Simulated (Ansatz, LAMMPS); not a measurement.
## Finding the fault: aqueous N(CH3)4+ and BF4-, 5.3 mol of salt per kg of water at 300 K (214 atoms)

Program: Ansatz 0.2.0. The cell: 16 C, 4 N, 132 H, 4 B, 16 F and 42 O.

Contents of input.yaml:

```yaml
crystal:
  lattice:
    - [12.89319, 0.0, 0.0]
    - [0.0, 12.89319, 0.0]
    - [0.0, 0.0, 12.89319]
  atoms:
    - { symbol: C, position: [0.45738, 0.43104, 0.82323] }
    - { symbol: "N", position: [0.45713, 0.37684, 0.71814] }
    - { symbol: C, position: [0.47116, 0.26021, 0.72971] }
    - { symbol: C, position: [0.35589, 0.38884, 0.66267] }
    - { symbol: C, position: [0.54576, 0.41443, 0.64991] }
    - { symbol: H, position: [0.44405, 0.51366, 0.80494] }
    - { symbol: H, position: [0.52724, 0.41449, 0.86993] }
    - { symbol: H, position: [0.39324, 0.39487, 0.85698] }
    - { symbol: H, position: [0.47705, 0.23104, 0.65247] }
    - { symbol: H, position: [0.54117, 0.24904, 0.78223] }
    - { symbol: H, position: [0.4007, 0.22762, 0.75988] }
    - { symbol: H, position: [0.34426, 0.46983, 0.64953] }
    - { symbol: H, position: [0.35987, 0.3474, 0.59004] }
    - { symbol: H, position: [0.29305, 0.36202, 0.71309] }
    - { symbol: H, position: [0.61319, 0.38354, 0.69095] }
    - { symbol: H, position: [0.55369, 0.5011, 0.63921] }
    - { symbol: H, position: [0.54393, 0.37579, 0.57847] }
    - { symbol: C, position: [0.73008, 0.92355, 0.15238] }
    [... 190 atom lines left out ...]
    - { symbol: O, position: [0.64028, 0.4925, 0.06145] }
    - { symbol: H, position: [0.61999, 0.54961, 0.01305] }
    - { symbol: H, position: [0.70542, 0.45896, 0.036] }
    - { symbol: O, position: [0.75136, 0.26058, 0.95592] }
    - { symbol: H, position: [0.80852, 0.21219, 0.97606] }
    - { symbol: H, position: [0.78144, 0.32318, 0.92137] }
kpoints:
  mp_grid: { grid: [1, 1, 1] }
hamiltonian:
  xc: pbe
  dispersion: d4
scf:
  occupations: { method: fixed }
  max_iter: 100
output:
  forces: true
magnetization:
  spin_polarized: true
  initial_magnetization: 7
```

Started as:

```console
> ansatz run input.yaml --threads 4 --pin off --max-ram 8192MiB --backend cpu --events-out ev --progress --plain --runs-dir out
```

Output:

```text
Error: inconsistent input (scf.occupations.method, magnetization): a σ = 0 step fill (method: fixed, or a smearing width below the step floor) with no hard lock on the total moment puts the same N_el/2 bands in each spin channel, which gives a total moment of zero, but the starting moments sum to +7.0000 μB; [...]
```

Elapsed: 0.06 s, on 4 threads of Intel Xeon Platinum 8375C at 2.90GHz (Ice Lake), shared host; peak memory 0.097 GiB.

**Question.** What is wrong with this input, and how is it mended?

An impossible spin: magnetization.initial_magnetization = 7 and magnetization.spin_polarized = true.

The fix is to take out magnetization.initial_magnetization and take out magnetization.spin_polarized.

The program refused it before any cycle.

[Logs are printed without paths, hosts, clocks, repeated set-up lines and the standing remarks that a program may print on its own settings, such as how far it seeks lower states.]

[Hosts, paths, dates, database ids (printed as entryN), source tags and the programs' standing remarks are cut or masked in the printed files.]
